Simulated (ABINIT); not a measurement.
An input for ABINIT 10.8.3 (SiO2 (P3_221)):

```
acell 3*1.0 Angstrom
rprim 
  4.916359999971 0.000000000007 0.000000000000
  -2.458179999991 4.257692654122 0.000000000000
  0.000000000000 0.000000000000 5.408400000000
ntypat 2
znucl 14 8
natom 9
typat 1 1 1 2 2 2 2 2 2
xred 
  0.469730000000 0.000000000000 0.666666666667
  0.000000000000 0.469730000000 0.333333333333
  0.530270000000 0.530270000000 -0.000000000000
  0.413540000000 0.267580000000 0.785580000000
  0.732420000000 0.145960000000 0.452246666667
  0.854040000000 0.586460000000 0.118913333333
  0.267580000000 0.413540000000 0.214420000000
  0.145960000000 0.732420000000 0.547753333333
  0.586460000000 0.854040000000 0.881086666667
pp_dirpath "pseudos"
pseudos "Si.upf, O.upf"
ecut 36
ngkpt 3 3 2
nshiftk 1
shiftk 0 0 0
kptopt 1
chksymbreak 0
istwfk *1
occopt 1
irdwfk 1
optdriver 4
nband 532
gwcalctyp 0
ecutsigx 36
symsigma 1
nkptgw 3
kptgw 
  0.3333333333 0.3333333333 0.0000000000
  0.0000000000 0.0000000000 0.0000000000
  0.0000000000 0.0000000000 0.5000000000
bdgw 
  22 26
  23 27
  22 26
ecuteps 10.1
irdscr 1
ppmodel 1
indata_prefix "in"
outdata_prefix "out"
tmpdata_prefix "tmp"
```

```sh
OMP_NUM_THREADS=1 mpirun -n 4 abinit run.abi > log
```

Q: How long will it take on 4 MPI ranks of Arm Neoverse V1, shared host, and how much memory?

It took 14 min; on shared hardware allow 6.8 min to 27 min. Peak host memory was 5.7 GiB.

[Paths, hosts, dates, memory and timing lines, banners, echoed tables and standing remarks are left out of the program output.]

[Logs are printed without paths, hosts, clocks, repeated set-up lines and the standing remarks that a program may print on its own settings, such as how far it seeks lower states.]

[Runs of the session that timed out or met a known fault of the program may be left out.]

[Hosts, paths, dates, database ids (printed as entryN), source tags and the programs' standing remarks are cut or masked in the printed files.]

[G0W0 gaps are taken among the corrected bands and points alone; a level outside them can change the order at an edge.]

[Where Ansatz stands beside ABINIT at settings called matched, ABINIT's density can come from a denser mesh and the files from another edition; pairs whose starting gaps differed by over 0.03 eV were left out, so agreement reads better than it is.]
